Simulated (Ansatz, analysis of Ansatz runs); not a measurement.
# Interstitial N in bcc Mo, hop from an octahedral to the next octahedral site: migration barrier, PBE-D3(BJ), part 2 of 2

Subject: interstitial N in bcc Mo, hop from an octahedral to the next octahedral site. Wanted: its migration barrier, in one set-up (PBE-D3(BJ), 32-site cell, PBE-D3(BJ) lattice, 420 eV, k: 4x4x4 Gamma-centred). The model is a cell of 32 host atoms with 1 N put in. The barrier is the energy of the highest image of a climbing band over the relaxed site that the atom leaves.

Ansatz 0.2.0; PBE-D3(BJ), 32-site cell, PBE-D3(BJ) lattice, 420 eV, k: 4x4x4 Gamma-centred.

So far: Starting point; Relaxation, charge 0.

**3. Nudged elastic band**

A band of images joins the two ends; its highest image climbs to the saddle, whose energy over the site left is the barrier.

This step: plane-wave PAW DFT, PBE-D3(BJ); nudged elastic band between two relaxed defect structures at fixed charge.

Contents of neb/input.yaml:

```yaml
crystal:
  lattice:
    - [0.0, 6.26207933, 6.26207933]
    - [6.26207933, 0.0, 6.26207933]
    - [6.26207933, 6.26207933, 0.0]
  atoms:
    - { symbol: Mo, position: [-0.006675458, -0.006675458, 0.006675458] }
    - { symbol: Mo, position: [0.121664697, 0.121664697, 0.132254871] }
    - { symbol: Mo, position: [0.251466617, 0.251466617, 0.248533383] }
    - { symbol: Mo, position: [0.375, 0.375, 0.380917418] }
    - { symbol: Mo, position: [-0.001466617, -0.001466617, 0.501466617] }
    - { symbol: Mo, position: [0.121664697, 0.121664697, 0.624415735] }
    - { symbol: Mo, position: [0.221270019, 0.221270019, 0.778729981] }
    - { symbol: Mo, position: [0.375, 0.375, 0.869082582] }
    - { symbol: Mo, position: [-0.0006875, 0.499049606, 0.0006875] }
    - { symbol: Mo, position: [0.128520508, 0.621479492, 0.125] }
    - { symbol: Mo, position: [0.250950394, 0.7506875, 0.2493125] }
    - { symbol: Mo, position: [0.374415735, 0.882254871, 0.371664697] }
    - { symbol: Mo, position: [-0.0006875, 0.499049606, 0.500950394] }
    - { symbol: Mo, position: [0.130917418, 0.619082582, 0.625] }
    - { symbol: Mo, position: [0.250950394, 0.7506875, 0.749049606] }
    - { symbol: Mo, position: [0.375584265, 0.867745129, 0.878335303] }
    - { symbol: Mo, position: [0.499049606, -0.0006875, 0.0006875] }
    - { symbol: Mo, position: [0.621479492, 0.128520508, 0.125] }
    - { symbol: Mo, position: [0.7506875, 0.250950394, 0.2493125] }
    - { symbol: Mo, position: [0.882254871, 0.374415735, 0.371664697] }
    - { symbol: Mo, position: [0.499049606, -0.0006875, 0.500950394] }
    - { symbol: Mo, position: [0.619082582, 0.130917418, 0.625] }
    - { symbol: Mo, position: [0.7506875, 0.250950394, 0.749049606] }
    - { symbol: Mo, position: [0.867745129, 0.375584265, 0.878335303] }
    - { symbol: Mo, position: [0.498533383, 0.498533383, 0.001466617] }
    - { symbol: Mo, position: [0.628335303, 0.628335303, 0.117745129] }
    - { symbol: Mo, position: [0.756675458, 0.756675458, 0.243324542] }
    - { symbol: Mo, position: [0.875, 0.875, 0.378520508] }
    - { symbol: Mo, position: [0.528729981, 0.528729981, 0.471270019] }
    - { symbol: Mo, position: [0.628335303, 0.628335303, 0.625584265] }
[... 2 lines left out ...]
    - { symbol: "N", position: [0.375, 0.375, 0.625] }
basis:
  ecutwfc: 420
  xc_grid: 2
hamiltonian:
  xc: pbe
  dispersion: d3bj
kpoints:
  mp_grid: { grid: [4, 4, 4] }
scf:
  occupations: { method: methfessel_paxton, width: 0.1 }
  max_iter: 120
output:
  forces: true
neb:
  images: 3
  f_tol: 0.04
  climbing: true
  initial_path: idpp
  max_iterations: 45
  order_check: false
  final_atoms:
[... 24 lines left out ...]
    - { symbol: Mo, position: [0.502653269, 0.499322785, -0.005993412] }
    - { symbol: Mo, position: [0.625005397, 0.622788157, 0.125573971] }
    - { symbol: Mo, position: [0.749317955, 0.745218131, 0.254781869] }
    - { symbol: Mo, position: [0.873630514, 0.874426029, 0.377211843] }
    - { symbol: Mo, position: [0.493400448, 0.498738587, 0.501261413] }
    - { symbol: Mo, position: [0.625784584, 0.622271958, 0.624794784] }
    - { symbol: Mo, position: [0.742063131, 0.752073901, 0.754596726] }
    - { symbol: Mo, position: [0.867642508, 0.880414035, 0.882936861] }
    - { symbol: "N", position: [0.249317955, 0.498738587, 0.501261413] }
```

Launch:

```console
$ ansatz run input.yaml --threads 4 --pin off --max-ram 14131MiB --backend cpu --events-out ev --progress --plain --runs-dir out
```

Numbers of over 12 decimals in the logs are rounded to 6 here.

Log:

```text
[...]
Warning: neb: disabling space-group detection — the band's intermediate images generally break the endpoint symmetry, so no spatial operation reduces the k-mesh or symmetrises the density, except that a semilocal band can use its path's symmetry ahead of [...]
[...]
NEB image 0
Crystal: 33 atoms, lattice volume = 491.118 Å³
Basis set: ecut = 420 eV, 9577 PW (Γ), exchange–correlation on 120×120×120 points (8 copies of the dense FFT grid, shifted against one another)
Bands: 272, of which v1, the nominal top of the filled ones, is band 227 counted from 1 (226 counted from 0)
Symmetry: 1 space group operations
k-points: 36 of 64 (time reversal used)
[...]
SCF iter   1: F=—  HF=-158998.994438 eV  |F-HF|=—  |Δ(HF+E_count)|=         —  Δρ=6.21e-3  dr2=5.22e-1  ethr=1.77e-3  ⟨swp⟩=4.4  Hψ=32037  notcnv=0
[...]
SCF iter   7: F=-158998.957197 eV  HF=-158998.957197 eV  |F-HF|=4.57e-9  |Δ(HF+E_count)|=   3.08e-8  S|Δr|=    0.00e0  Δρ=1.64e-6  dr2=1.22e-8  ethr=2.21e-11  ⟨swp⟩=4.0  Hψ=29683  notcnv=0
SCF 1 converged in 7 iterations: F = -158998.957197 eV  dr2 = 1.22e-8
[...]
NSCF: frozen V_eff on 36 k-points
NEB image 4
SCF iter   1: F=—  HF=-158998.994472 eV  |F-HF|=—  |Δ(HF+E_count)|=         —  Δρ=6.21e-3  dr2=5.23e-1  ethr=1.77e-3  ⟨swp⟩=4.4  Hψ=32039  notcnv=0
[...]
SCF iter   7: F=-158998.957197 eV  HF=-158998.957197 eV  |F-HF|=4.66e-9  |Δ(HF+E_count)|=   3.10e-8  S|Δr|=    0.00e0  Δρ=1.65e-6  dr2=1.24e-8  ethr=2.21e-11  ⟨swp⟩=4.0  Hψ=29768  notcnv=0
SCF 2 converged in 7 iterations: F = -158998.957197 eV  dr2 = 1.24e-8
[...]
NEB end point (image 0): max|allowed force component| = 2.169e-3 eV/Å (the criterion of neb.relax_end_points is 1.000e-2)
NEB end point (image 4): max|allowed force component| = 2.175e-3 eV/Å (the criterion of neb.relax_end_points is 1.000e-2)
NEB image 1
SCF iter   1: F=—  HF=-158998.121781 eV  |F-HF|=—  |Δ(HF+E_count)|=         —  Δρ=6.60e-3  dr2=5.06e-1  ethr=1.77e-3  ⟨swp⟩=4.4  Hψ=31573  notcnv=0
[...]
SCF iter   7: F=-158998.079402 eV  HF=-158998.079402 eV  |F-HF|=6.87e-9  |Δ(HF+E_count)|=   2.94e-8  S|Δr|=    0.00e0  Δρ=1.51e-6  dr2=1.21e-8  ethr=2.21e-11  ⟨swp⟩=4.0  Hψ=27238  notcnv=0
SCF 3 converged in 7 iterations: F = -158998.079402 eV  dr2 = 1.21e-8
NEB image 2
SCF iter   1: F=—  HF=-158997.644528 eV  |F-HF|=—  |Δ(HF+E_count)|=         —  Δρ=7.52e-3  dr2=6.65e-1  ethr=1.77e-3  ⟨swp⟩=4.4  Hψ=31203  notcnv=0
[...]
SCF iter   7: F=-158997.586113 eV  HF=-158997.586113 eV  |F-HF|=5.70e-9  |Δ(HF+E_count)|=   2.37e-8  S|Δr|=    0.00e0  Δρ=1.52e-6  dr2=1.17e-8  ethr=2.21e-11  ⟨swp⟩=4.0  Hψ=29199  notcnv=0
SCF 4 converged in 7 iterations: F = -158997.586113 eV  dr2 = 1.17e-8
NEB image 3
SCF iter   1: F=—  HF=-158998.375872 eV  |F-HF|=—  |Δ(HF+E_count)|=         —  Δρ=6.69e-3  dr2=5.35e-1  ethr=1.77e-3  ⟨swp⟩=4.4  Hψ=31401  notcnv=0
[...]
SCF iter   7: F=-158998.330793 eV  HF=-158998.330793 eV  |F-HF|=6.46e-9  |Δ(HF+E_count)|=   2.74e-8  S|Δr|=    0.00e0  Δρ=1.52e-6  dr2=1.19e-8  ethr=2.21e-11  ⟨swp⟩=4.0  Hψ=28060  notcnv=0
SCF 5 converged in 7 iterations: F = -158998.330793 eV  dr2 = 1.19e-8
NEB iter   1: max|band force component| = 5.025e0 eV/Å  barrier→ = 1.3711 eV  barrier← = 1.3711 eV  Δτ_max = 0.0918 Å  (35 SCF iters)
NEB image 1
[...]
iter 1 solved again at ethr=9.00e-5 eV; its pass at ethr=3.10e-3 eV (dr2=4.08e-1 eV) is discarded
[...]
SCF iter   7: F=-158998.346769 eV  HF=-158998.346769 eV  |F-HF|=2.76e-9  |Δ(HF+E_count)|=   3.73e-8  S|Δr|=    0.00e0  Δρ=1.33e-6  dr2=7.32e-9  ethr=2.21e-11  ⟨swp⟩=4.0  Hψ=29868  notcnv=0
SCF 6 converged in 7 iterations: F = -158998.346769 eV  dr2 = 7.32e-9
NEB image 2
[...]
SCF iter   7: F=-158997.844382 eV  HF=-158997.844383 eV  |F-HF|=4.48e-9  |Δ(HF+E_count)|=   5.06e-8  S|Δr|=    0.00e0  Δρ=1.64e-6  dr2=1.13e-8  ethr=2.21e-11  ⟨swp⟩=4.1  Hψ=29895  notcnv=0
SCF 7 converged in 7 iterations: F = -158997.844382 eV  dr2 = 1.13e-8
NEB image 3
[...]
SCF iter   7: F=-158998.415928 eV  HF=-158998.415928 eV  |F-HF|=3.52e-9  |Δ(HF+E_count)|=   3.19e-8  S|Δr|=    0.00e0  Δρ=1.45e-6  dr2=9.19e-9  ethr=2.21e-11  ⟨swp⟩=4.0  Hψ=29816  notcnv=0
SCF 8 converged in 7 iterations: F = -158998.415928 eV  dr2 = 9.19e-9
NEB iter   2: max|band force component| = 1.859e0 eV/Å  barrier→ = 1.1128 eV  barrier← = 1.1128 eV  Δτ_max = 0.0478 Å  (21 SCF iters)
NEB image 1
[...]
SCF iter   7: F=-158998.487838 eV  HF=-158998.487838 eV  |F-HF|=3.38e-9  |Δ(HF+E_count)|=   2.61e-8  S|Δr|=    0.00e0  Δρ=1.10e-6  dr2=6.48e-9  ethr=2.21e-11  ⟨swp⟩=4.0  Hψ=28224  notcnv=0
SCF 9 converged in 7 iterations: F = -158998.487838 eV  dr2 = 6.48e-9
NEB image 2
[...]
SCF iter   7: F=-158998.035915 eV  HF=-158998.035915 eV  |F-HF|=3.32e-9  |Δ(HF+E_count)|=   3.50e-8  S|Δr|=    0.00e0  Δρ=1.28e-6  dr2=7.67e-9  ethr=2.21e-11  ⟨swp⟩=4.0  Hψ=29483  notcnv=0
SCF 10 converged in 7 iterations: F = -158998.035915 eV  dr2 = 7.67e-9
NEB image 3
[...]
SCF iter   7: F=-158998.511135 eV  HF=-158998.511135 eV  |F-HF|=2.94e-9  |Δ(HF+E_count)|=   1.83e-8  S|Δr|=    0.00e0  Δρ=1.01e-6  dr2=5.31e-9  ethr=2.21e-11  ⟨swp⟩=4.0  Hψ=22772  notcnv=0
SCF 11 converged in 7 iterations: F = -158998.511135 eV  dr2 = 5.31e-9
NEB iter   3: max|band force component| = 7.569e-1 eV/Å  barrier→ = 0.9213 eV  barrier← = 0.9213 eV  Δτ_max = 0.0347 Å  (21 SCF iters)
[...]
NEB iter   4: max|band force component| = 3.351e-1 eV/Å  barrier→ = 0.8744 eV  barrier← = 0.8744 eV  CI = image 2  Δτ_max = 0.0402 Å  (18 SCF iters)
[...]
NEB iter   5: max|band force component| = 1.285e-1 eV/Å  barrier→ = 0.8641 eV  barrier← = 0.8641 eV  CI = image 2  Δτ_max = 0.0385 Å  (18 SCF iters)
[...]
NEB iter   6: max|band force component| = 6.501e-2 eV/Å  barrier→ = 0.8619 eV  barrier← = 0.8619 eV  CI = image 2  Δτ_max = 0.0032 Å  (18 SCF iters)
NEB image 1
[...]
SCF iter   5: F=-158998.522054 eV  HF=-158998.522054 eV  |F-HF|=1.53e-8  |Δ(HF+E_count)|=   3.45e-8  S|Δr|=    0.00e0  Δρ=1.60e-6  dr2=2.08e-8  ethr=2.21e-11  ⟨swp⟩=4.0  Hψ=27701  notcnv=0
SCF 21 converged in 5 iterations: F = -158998.522054 eV  dr2 = 2.08e-8
NEB image 2
[...]
SCF iter   5: F=-158998.095644 eV  HF=-158998.095644 eV  |F-HF|=1.37e-8  |Δ(HF+E_count)|=   4.84e-8  S|Δr|=    0.00e0  Δρ=1.60e-6  dr2=1.94e-8  ethr=2.21e-11  ⟨swp⟩=4.0  Hψ=29828  notcnv=0
SCF 22 converged in 5 iterations: F = -158998.095644 eV  dr2 = 1.94e-8
NEB image 3
[...]
SCF iter   5: F=-158998.522521 eV  HF=-158998.522521 eV  |F-HF|=1.28e-8  |Δ(HF+E_count)|=   2.01e-8  S|Δr|=    0.00e0  Δρ=1.45e-6  dr2=1.72e-8  ethr=2.21e-11  ⟨swp⟩=4.0  Hψ=27422  notcnv=0
SCF 23 converged in 5 iterations: F = -158998.522521 eV  dr2 = 1.72e-8
NEB image 1
[...]
NEB image 3
[...]
NEB image 2
[...]
NEB iter   7: max|band force component| = 2.088e-2 eV/Å  barrier→ = 0.8616 eV  barrier← = 0.8616 eV  CI = image 2  Δτ_max = 0.0000 Å  (15 SCF iters)
SCF converged after 5 iterations
[...]
Free energy (F): -158998.095644 eV
[...]
Internal energy: -158998.092731 eV  (E = F + TS)
E sigma→0 (E₀):  -158998.094916 eV
Entropy (-TS):   -0.002912 eV (-0.088 meV/atom)
Fermi energy:    21.758200 eV
Step filling:    the computed levels leave a gap of 0.0001 eV = 0.0 smearing widths at the electron count; against every level under it full and every level over it empty, smearing changes F+E_penalty+E_count by -3.911 meV and its σ→0 estimate by -3.183 meV
[...]
--- Forces (eV/Å), atoms counted from 1 ---
  atom   1  Mo    -0.00203484     0.00228932     0.01251406
  atom   2  Mo     0.00399411     0.00175947    -0.00975630
  [... 1 atom left out ...]
  atom   4  Mo    -0.00835893    -0.00257543    -0.00205817
  [... 2 atoms left out ...]
  atom   7  Mo    -0.00086351    -0.00216374     0.00798528
  atom   8  Mo     0.00775783     0.00488370    -0.00559232
  atom   9  Mo    -0.00043062     0.00216973     0.00467315
  [... 4 atoms left out ...]
  atom  14  Mo     0.01400405    -0.00403358    -0.00264209
  [... 2 atoms left out ...]
  atom  17  Mo    -0.00186648     0.00172950     0.00515646
  [... 3 atoms left out ...]
  atom  21  Mo    -0.00145109     0.00241543     0.00425729
  atom  22  Mo    -0.00417950     0.00412608    -0.00564579
  [... 6 atoms left out ...]
  atom  29  Mo    -0.00146158     0.00399402     0.01703578
  [... 3 atoms left out ...]
  atom  33  N     -0.00433665     0.00207845    -0.01869213
  max |Σ_I F_I| component: 9.49e-6 eV/Å
--- Band table (eV; the first three rows and the last of 36) ---
[...]
[... further k-points left out ...]
this run last wrote the band of iteration 7 to <dir>
--- NEB band (5 images, 7 band iterations, 146 SCF iterations) ---
  forward barrier  = 0.861554 eV
  backward barrier = 0.861554 eV
  lagrangian_above_aufbau_ev (what the smearing adds, to first order; not taken off the barriers): saddle image -0.003911 eV, end points -0.003177 and -0.003177 eV
  climbing image's point = of an order that was not read
  energies are F+E_penalty+E_count in eV, relative to image 0
  image     s (Å)  Δ vs image 0  max|band force component| (eV/Å)
      0    0.0000      0.000000                                 —
      1    0.4576      0.435143                          1.593e-2
  *   2    0.9151      0.861554                          1.869e-2
      3    1.3722      0.434677                          2.088e-2
      4    1.8293      0.000000                                 —
  climbing-image geometry (image 2):
  cell:  # Å, volume = 491.1178 Å³
    - [0.0, 6.26207933, 6.26207933]
    - [6.26207933, 0.0, 6.26207933]
    - [6.26207933, 6.26207933, 0.0]
  atoms:
    - { symbol: Mo, position: [-0.002490, -0.003579, 0.003612] }
    - { symbol: Mo, position: [0.122351, 0.119964, 0.131496] }
    - { symbol: Mo, position: [0.250491, 0.246961, 0.246210] }
    - { symbol: Mo, position: [0.386355, 0.362711, 0.356845] }
    - { symbol: Mo, position: [-0.004837, 0.005285, 0.501585] }
    - { symbol: Mo, position: [0.124808, 0.123492, 0.624227] }
    - { symbol: Mo, position: [0.237946, 0.230600, 0.769412] }
    - { symbol: Mo, position: [0.375527, 0.373605, 0.876659] }
    - { symbol: Mo, position: [-0.001317, 0.497976, 0.002841] }
    - { symbol: Mo, position: [0.126152, 0.622972, 0.125559] }
    - { symbol: Mo, position: [0.248790, 0.750410, 0.249621] }
    - { symbol: Mo, position: [0.373346, 0.876558, 0.375676] }
    - { symbol: Mo, position: [-0.001577, 0.500101, 0.499932] }
    - { symbol: Mo, position: [0.105925, 0.643154, 0.637263] }
    - { symbol: Mo, position: [0.250990, 0.750183, 0.750617] }
    - { symbol: Mo, position: [0.373836, 0.868472, 0.880026] }
    - { symbol: Mo, position: [0.498135, -0.000689, 0.000718] }
    - { symbol: Mo, position: [0.626835, 0.122299, 0.122645] }
    - { symbol: Mo, position: [0.751766, 0.249405, 0.249840] }
    - { symbol: Mo, position: [0.880699, 0.375288, 0.373180] }
    - { symbol: Mo, position: [0.499487, -0.002825, 0.502042] }
    - { symbol: Mo, position: [0.625843, 0.123290, 0.626359] }
    - { symbol: Mo, position: [0.749562, 0.250722, 0.749302] }
    - { symbol: Mo, position: [0.872557, 0.375758, 0.876457] }
    - { symbol: Mo, position: [0.502003, 0.498446, -0.005253] }
    - { symbol: Mo, position: [0.625628, 0.624282, 0.123418] }
    - { symbol: Mo, position: [0.752514, 0.751519, 0.248513] }
    - { symbol: Mo, position: [0.874726, 0.874394, 0.376987] }
    - { symbol: Mo, position: [0.518412, 0.511002, 0.489024] }
    - { symbol: Mo, position: [0.629182, 0.626797, 0.624686] }
    - { symbol: Mo, position: [0.743627, 0.753817, 0.753077] }
    - { symbol: Mo, position: [0.871804, 0.877331, 0.877698] }
    - { symbol: N, position: [0.312169, 0.436984, 0.563039] }
```

Run time: 68 min. Hardware: 4 threads of Arm Neoverse V1, shared host; peak memory 10 GiB.

Images along the path:

```
image  path (Å)  energy (eV)     N33: x, y, z (Å)
    0     0.000       0.0000  6.262, 6.262, 4.697
    1     0.458       0.4351  6.260, 5.862, 4.695
    2     0.915       0.8616  6.262, 5.481, 4.691
    3     1.372       0.4347  6.262, 5.100, 4.688
    4     1.829       0.0000  6.262, 4.700, 4.684
```

Numbers from this step:

| Property | Result |
| --- | --- |
| free energy | -158998.0956 eV |
| smearing term TS | 0.002912 eV |
| barrier forward | 0.8616 eV |
| barrier backward | 0.8616 eV |

**4. Summary of results**

```json
{
 "migration barrier (saddle less minimum)": "0.86 eV",
 "energy difference of the two ends": "0.00 eV",
 "length of the hop": "1.56 Å",
 "time of the whole chain": "75 min on 4 threads"
}
```

What this shows: Migration barrier: computed 0.86 eV, measured 1.2 eV and 1.08 eV; 0.22 eV below the nearest measurement. The measured number is an Arrhenius activation energy of long-range diffusion; for H it holds zero-point energy and, in bcc metals near room temperature, tunnelling. One hop between neighbouring sites is computed at the host's lattice. Limits: the periodic copies of the defect are only 8.9 Å apart.

[Logs are printed without paths, hosts, clocks, repeated set-up lines and the standing remarks that a program may print on its own settings, such as how far it seeks lower states.]

[Hosts, paths, dates, database ids (printed as entryN), source tags and the programs' standing remarks are cut or masked in the printed files.]

[For some hosts the program warned that the k-mesh of the response run may be too coarse for force constants and the static dielectric constant; such warnings are not shown here.]
